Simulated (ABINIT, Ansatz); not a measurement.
# KCdF3 (Pm-3m): one start, several treatments of the self-energy, part 2 of 2

Aim: compare treatments of exchange, screening and correlation for the gap of KCdF3 (Pm-3m).

ABINIT 10.8.3; LDA and many-body steps on it, plane waves. Known limits of the many-body steps: not at the basis limit; d shell near the gap, gap tends to lie low; no spin-orbit coupling; coarse k mesh.

So far. Step 5 (G0W0, Hybertsen-Louie plasmon pole): Against G0W0 in ABINIT (2×2×2 mesh, 80 bands, screening to 114.3 eV, Godby-Needs plasmon pole), the gap moves by +0.320 eV. Step 6 (G0W0, von der Linden-Horsch plasmon pole): Against G0W0 in ABINIT (2×2×2 mesh, 80 bands, screening to 114.3 eV, Godby-Needs plasmon pole), the gap moves by −0.083 eV.

## (7) One-shot COHSEX

This step: one-shot COHSEX on LDA, plane waves, norm-conserving pseudopotentials.

Contents of run.abi:

```
acell 3*1.0 Angstrom
rprim 
  4.382089020000 0.000000000000 0.000000000000
  0.000000000000 4.382089020000 0.000000000000
  0.000000000000 0.000000000000 4.382089020000
ntypat 3
znucl 19 48 9
natom 5
typat 1 2 3 3 3
xred 
  0.000000000000 0.000000000000 0.000000000000
  0.500000000000 0.500000000000 0.500000000000
  0.000000000000 0.500000000000 0.500000000000
  0.500000000000 0.000000000000 0.500000000000
  0.500000000000 0.500000000000 0.000000000000
pp_dirpath "pseudos"
pseudos "K.upf, Cd.upf, F.upf"
ecut 47
ngkpt 2 2 2
nshiftk 1
shiftk 0 0 0
kptopt 1
chksymbreak 0
istwfk *1
occopt 1
irdwfk 1
optdriver 4
nband 80
gwcalctyp 7
ecutsigx 47
symsigma 1
nkptgw 2
kptgw 
  0.5000000000 0.5000000000 0.5000000000
  0.0000000000 0.0000000000 0.0000000000
bdgw 
  24 28
  23 28
ecuteps 4.2
irdscr 1
indata_prefix "in"
outdata_prefix "out"
tmpdata_prefix "tmp"
```

Command:

```console
OMP_NUM_THREADS=1 mpirun -n 4 abinit run.abi > log
```

Numbers of over 12 decimals in the logs are rounded to 6 here.

Output:

```text
.Version 10.8.3 of ABINIT. v10.8.2 released Aug 2026.

 Symmetries : space group Pm -3 m (#221); Bravais cP (primitive cubic)
[... echo of the input left out ...]
== DATASET  1 ==================================================================
-   mpi_nproc: 4, omp_nthreads: 1 (-1 if OMP is not activated)

--- !DatasetInfo
iteration_state: {dtset: 1, }
dimensions: {natom: 5, nkpt: 4, mband: 80, nsppol: 1, nspinor: 1, nspden: 1, mpw: 8778, }
cutoff_energies: {ecut:  47.0, pawecutdg:  -1.0, }
[...]
Band     E0 <VxcDFT>   SigX SigC(E0)      Z dSigC/dE  Sig(E)    E-E0       E
[...]
27   9.542  -9.378  -3.862  -3.762   1.000   0.000  -7.624   1.754  11.297
       28   9.542  -9.378  -3.862  -3.762   1.000   0.000  -7.624   1.754  11.297

== END DATASET(S) ==============================================================
================================================================================

 -outvars: echo values of variables after computation  --------
           etotal      0.0000000000E+00
            nband          80
             nkpt           4
          spgroup         221
 [... the other variables as echoed above ...]

 Calculation completed.
```

Run time: 7 s. Hardware: 4 MPI ranks of Arm Neoverse N1, shared host; peak memory 1.1 GiB; 28 s of CPU time.

Numbers from this step:

```
quasiparticle gap on the points computed              : 7.307 eV
starting gap on the mesh                              : 2.829 eV
k of the valence top                                  : 0.5, 0.5, 0.5
k of the conduction bottom                            : 0, 0, 0
least direct quasiparticle gap on the computed points : 9.576 eV
```

Against G0W0 in ABINIT (2×2×2 mesh, 80 bands, screening to 114.3 eV, Godby-Needs plasmon pole), the gap moves by +0.991 eV.

## (8) One-shot Hartree-Fock

This step: one-shot Hartree-Fock on LDA, plane waves, norm-conserving pseudopotentials.

Edit run.abi of step 7 so:

```diff
@@ -27,4 +27,4 @@
 optdriver 4
-nband 80
-gwcalctyp 7
+nband 29
+gwcalctyp 5
 ecutsigx 47
@@ -38,4 +38,4 @@
   23 28
-ecuteps 4.2
-irdscr 1
+ixc_sigma 40
+fftgw 31
 indata_prefix "in"
```

Output:

```text
.Version 10.8.3 of ABINIT. v10.8.2 released Aug 2026.

 Symmetries : space group Pm -3 m (#221); Bravais cP (primitive cubic)
[... echo of the input left out ...]
== DATASET  1 ==================================================================
-   mpi_nproc: 4, omp_nthreads: 1 (-1 if OMP is not activated)

--- !DatasetInfo
iteration_state: {dtset: 1, }
dimensions: {natom: 5, nkpt: 4, mband: 29, nsppol: 1, nspinor: 1, nspden: 1, mpw: 8778, }
cutoff_energies: {ecut:  47.0, pawecutdg:  -1.0, }
[...]
Band     E0 <VxcDFT>   SigX SigC(E0)      Z dSigC/dE  Sig(E)    E-E0       E
[...]
27   9.542  -9.378  -3.862   0.000   1.000   0.000  -3.862   5.516  15.058
       28   9.542  -9.378  -3.862   0.000   1.000   0.000  -3.862   5.516  15.058

== END DATASET(S) ==============================================================
================================================================================

 -outvars: echo values of variables after computation  --------
           etotal      0.0000000000E+00
            nband          29
             nkpt           4
          spgroup         221
 [... the other variables as echoed above ...]

 Calculation completed.
```

The job ended after 6.5 s (4 MPI ranks; peak memory 1 GiB).

Numbers from this step:

- quasiparticle gap on the points computed: 14.56 eV
- starting gap on the mesh: 2.829 eV
- k of the valence top: 0.5, 0.5, 0.5
- k of the conduction bottom: 0, 0, 0
- least direct quasiparticle gap on the computed points: 17.28 eV

Against G0W0 in ABINIT (2×2×2 mesh, 80 bands, screening to 114.3 eV, Godby-Needs plasmon pole), the gap moves by +8.244 eV.

## (9) Screening, 2×2×2 mesh, 80 bands, screening to 114.3 eV

This step: RPA screening on LDA, plane waves, norm-conserving pseudopotentials.

Edit run.abi of step 8 so:

```diff
@@ -26,16 +26,14 @@
 irdwfk 1
-optdriver 4
-nband 29
-gwcalctyp 5
-ecutsigx 47
-symsigma 1
-nkptgw 2
-kptgw 
-  0.5000000000 0.5000000000 0.5000000000
-  0.0000000000 0.0000000000 0.0000000000
-bdgw 
-  24 28
-  23 28
-ixc_sigma 40
-fftgw 31
+optdriver 3
+nband 80
+ecuteps 4.2
+inclvkb 2
+awtr 1
+symchi 1
+gwcalctyp 2
+nfreqre 16
+freqremax 40 eV
+nfreqim 8
+spmeth 1
+nomegasf 120
 indata_prefix "in"
```

Output:

```text
.Version 10.8.3 of ABINIT. v10.8.2 released Aug 2026.

 Symmetries : space group Pm -3 m (#221); Bravais cP (primitive cubic)
[... echo of the input left out ...]
== DATASET  1 ==================================================================
-   mpi_nproc: 4, omp_nthreads: 1 (-1 if OMP is not activated)

--- !DatasetInfo
iteration_state: {dtset: 1, }
dimensions: {natom: 5, nkpt: 4, mband: 80, nsppol: 1, nspinor: 1, nspden: 1, mpw: 8778, }
cutoff_energies: {ecut:  47.0, pawecutdg:  -1.0, }
electrons: {nelect:   5.00000000E+01, charge:   0.00000000E+00, occopt:   1.00000000E+00, tsmear:   1.00000000E-02, }

 SCREENING: Calculation of the susceptibility and dielectric matrices

 Based on a program developped by R.W. Godby, V. Olevano, G. Onida, and L. Reining.
 Incorporated in ABINIT by V. Olevano, G.-M. Rignanese, and M. Torrent.
.Using double precision arithmetic ; gwpc =  8

[... cell and pseudopotentials left out ...]
--------------------------------------------------------------------------------

 ==== K-mesh for the wavefunctions ====
 Number of points in the irreducible wedge :     4
[... list of points left out ...]
 Together with 48 symmetry operations and time-reversal symmetry
 yields     8 points in the full Brillouin Zone.

 ==== Q-mesh for the screening function ====
 Number of points in the irreducible wedge :     4
[... list of points left out ...]
 Together with 48 symmetry operations and time-reversal symmetry
 yields     8 points in the full Brillouin Zone.

 setmesh: FFT mesh size selected  =    36x   36x   36
          total number of points  =        46656

 vcoul_init : cutoff-mode = AUXILIARY_FUNCTION
 q-points for optical limit:   1
     1)      0.000010    0.000020    0.000030

- screening: taking advantage of time-reversal symmetry
- Maximum band index for partially occupied states nbvw = 25
- Remaining bands to be divided among processors   nbcw = 55
- Number of bands treated by each node ~13

 Number of electrons calculated from density =   50.0000; Expected =   50.0000
 average of density, n =  0.088050
 r_s =    1.3944
 omega_plasma =   28.6234 [eV]

 calculating chi0 at frequencies [eV] :
  1    0.000000E+00    0.000000E+00
  2    2.666667E+00    0.000000E+00
  3    5.333333E+00    0.000000E+00
[...]
23    0.000000E+00    7.289870E+01
 24    0.000000E+00    1.026422E+02

--------------------------------------------------------------------------------
  q-point number  1        q = ( 0.000000, 0.000000, 0.000000) [r.l.u.]
--------------------------------------------------------------------------------
[... chi0 elements left out ...]
  [... further frequencies ...]

 No. of calculated frequencies >  15, stop printing
 For q-point:  0.000010 0.000020 0.000030
  dielectric constant =   2.3207
  dielectric constant without local fields =   2.4531

  Average fulfillment of the sum rule on Im[epsilon] for q-point    1 :     31.79  [%]
[... wings left out ...]
  q-point number  2        q = ( 0.500000, 0.000000, 0.000000) [r.l.u.]
--------------------------------------------------------------------------------
[... chi0 elements left out ...]
  [... further frequencies ...]

 No. of calculated frequencies >  15, stop printing
  Average fulfillment of the sum rule on Im[epsilon] for q-point    2 :     39.24  [%]

 [... 2 further q-points ...]
```

Wall time 32 s (4 MPI ranks); peak memory 1.5 GiB; 2.1 min of CPU time.

Numbers from this step:

- ε∞ with local fields, on this mesh, along the program's q direction: 2.321
- the same without local fields: 2.453
- plasma frequency: 28.62 eV
- plane waves in the screening matrix: 251

## (10) G0W0, contour deformation

This step: G0W0 on LDA, plane waves, norm-conserving pseudopotentials.

Edit run.abi of step 9 so:

```diff
@@ -26,14 +26,16 @@
 irdwfk 1
-optdriver 3
+optdriver 4
 nband 80
+gwcalctyp 2
+ecutsigx 47
+symsigma 1
+nkptgw 2
+kptgw 
+  0.5000000000 0.5000000000 0.5000000000
+  0.0000000000 0.0000000000 0.0000000000
+bdgw 
+  24 28
+  23 28
 ecuteps 4.2
-inclvkb 2
-awtr 1
-symchi 1
-gwcalctyp 2
-nfreqre 16
-freqremax 40 eV
-nfreqim 8
-spmeth 1
-nomegasf 120
+irdscr 1
 indata_prefix "in"
```

Output:

```text
.Version 10.8.3 of ABINIT. v10.8.2 released Aug 2026.

 Symmetries : space group Pm -3 m (#221); Bravais cP (primitive cubic)
[... echo of the input left out ...]
== DATASET  1 ==================================================================
-   mpi_nproc: 4, omp_nthreads: 1 (-1 if OMP is not activated)

--- !DatasetInfo
iteration_state: {dtset: 1, }
dimensions: {natom: 5, nkpt: 4, mband: 80, nsppol: 1, nspinor: 1, nspden: 1, mpw: 8778, }
cutoff_energies: {ecut:  47.0, pawecutdg:  -1.0, }
[...]
Band     E0 <VxcDFT>   SigX SigC(E0)      Z dSigC/dE  Sig(E)    E-E0       E
[...]
28   9.542  -9.378  -3.862  -2.645   0.858  -0.165  -6.914   2.464  12.007
       28   0.000   0.000   0.000  -0.000   0.000   0.000  -0.000  -0.000  -0.000

== END DATASET(S) ==============================================================
================================================================================

 -outvars: echo values of variables after computation  --------
           etotal      0.0000000000E+00
            nband          80
             nkpt           4
          spgroup         221
 [... the other variables as echoed above ...]

 Calculation completed.
```

Wall time 10 s (4 MPI ranks); peak memory 1.2 GiB.

Numbers from this step:

```yaml
g0w0_gap_on_the_points_computed: 6.21 eV
starting_gap_on_the_mesh: 2.829 eV
k_of_the_valence_top: 0.5, 0.5, 0.5
k_of_the_conduction_bottom: 0, 0, 0
least_direct_g0w0_gap_on_the_computed_points: 8.172 eV
```

Against G0W0 in ABINIT (2×2×2 mesh, 80 bands, screening to 114.3 eV, Godby-Needs plasmon pole), the gap moves by −0.106 eV.

## (11) Side by side

Times are wall times on 4 MPI ranks of Arm Neoverse N1, shared host, good to a factor of about two. A run's time includes the screening step that it read.

```
                                     run   mesh  bands  screening cutoff (eV)  DFT gap (eV)  gap on the mesh (eV)  direct (eV)  ε∞ used   time
          G0W0, Godby-Needs plasmon pole  2×2×2     80                  114.3         2.829                 6.316        8.328     2.30   39 s
      G0W0, Hybertsen-Louie plasmon pole  2×2×2     80                  114.3         2.829                 6.636        8.951     2.30   39 s
G0W0, von der Linden-Horsch plasmon pole  2×2×2     80                  114.3         2.829                 6.233        8.502     2.30   36 s
                         one-shot COHSEX  2×2×2     80                  114.3         2.829                 7.307        9.576     2.30   34 s
                   one-shot Hartree-Fock  2×2×2      -                      -         2.829                14.560       17.282        -  6.5 s
               G0W0, contour deformation  2×2×2     80                  114.3         2.829                 6.210        8.172     2.32   42 s
```

## (12) What came out

- G0W0, Godby-Needs plasmon pole: 6.316 eV
- G0W0, Hybertsen-Louie plasmon pole: 6.636 eV
- G0W0, von der Linden-Horsch plasmon pole: 6.233 eV
- one-shot COHSEX: 7.307 eV
- one-shot Hartree-Fock: 14.560 eV
- G0W0, contour deformation: 6.210 eV
- known limits: not at the basis limit; d shell near the gap, gap tends to lie low; no spin-orbit coupling; coarse k mesh

G0W0, Hybertsen-Louie plasmon pole: +0.320 eV against G0W0, Godby-Needs plasmon pole. G0W0, von der Linden-Horsch plasmon pole: −0.083 eV against G0W0, Godby-Needs plasmon pole. One-shot COHSEX: +0.991 eV against G0W0, Godby-Needs plasmon pole. One-shot Hartree-Fock: +8.244 eV against G0W0, Godby-Needs plasmon pole. G0W0, contour deformation: −0.106 eV against G0W0, Godby-Needs plasmon pole. Bare exchange alone opens the gap to 14.56 eV; against G0W0, correlation takes back 8.24 eV. Static COHSEX lies above G0W0: it lacks the factor Z and overstates the Coulomb hole of the filled states. Bands and cutoff are finite, so the gap is not at the basis limit. The miss can reach some tenths of an eV and take either sign; the mesh is an error of its own. In the G0W0 runs levels were corrected at 2 k points alone, so a gap called «on the mesh» is the least over those, and an edge elsewhere would be missed. The 2×2×2 mesh is coarse for this cell, which bears on the long-range parts of exchange and screening. This is the ideal cubic cell; many perovskites, halides above all, are cubic only on average, and local tilts or off-centring can widen the gap. A d shell, filled or nearly so, lies near the gap. One-shot GW converges very slowly in bands there, not always from below, and on a semilocal start the gap tends to come out low; starts rich in exact exchange can overshoot instead. The many-body steps are scalar-relativistic: spin-orbit coupling is not in them.

[Paths, hosts, dates, memory and timing lines, banners, echoed tables and standing remarks are left out of the program output.]

[Logs are printed without paths, hosts, clocks, repeated set-up lines and the standing remarks that a program may print on its own settings, such as how far it seeks lower states.]

[Runs of the session that timed out or met a known fault of the program may be left out.]

[Hosts, paths, dates, database ids (printed as entryN), source tags and the programs' standing remarks are cut or masked in the printed files.]

[G0W0 gaps are taken among the corrected bands and points alone; a level outside them can change the order at an edge.]

[Where Ansatz stands beside ABINIT at settings called matched, ABINIT's density can come from a denser mesh and the files from another edition; pairs whose starting gaps differed by over 0.03 eV were left out, so agreement reads better than it is.]
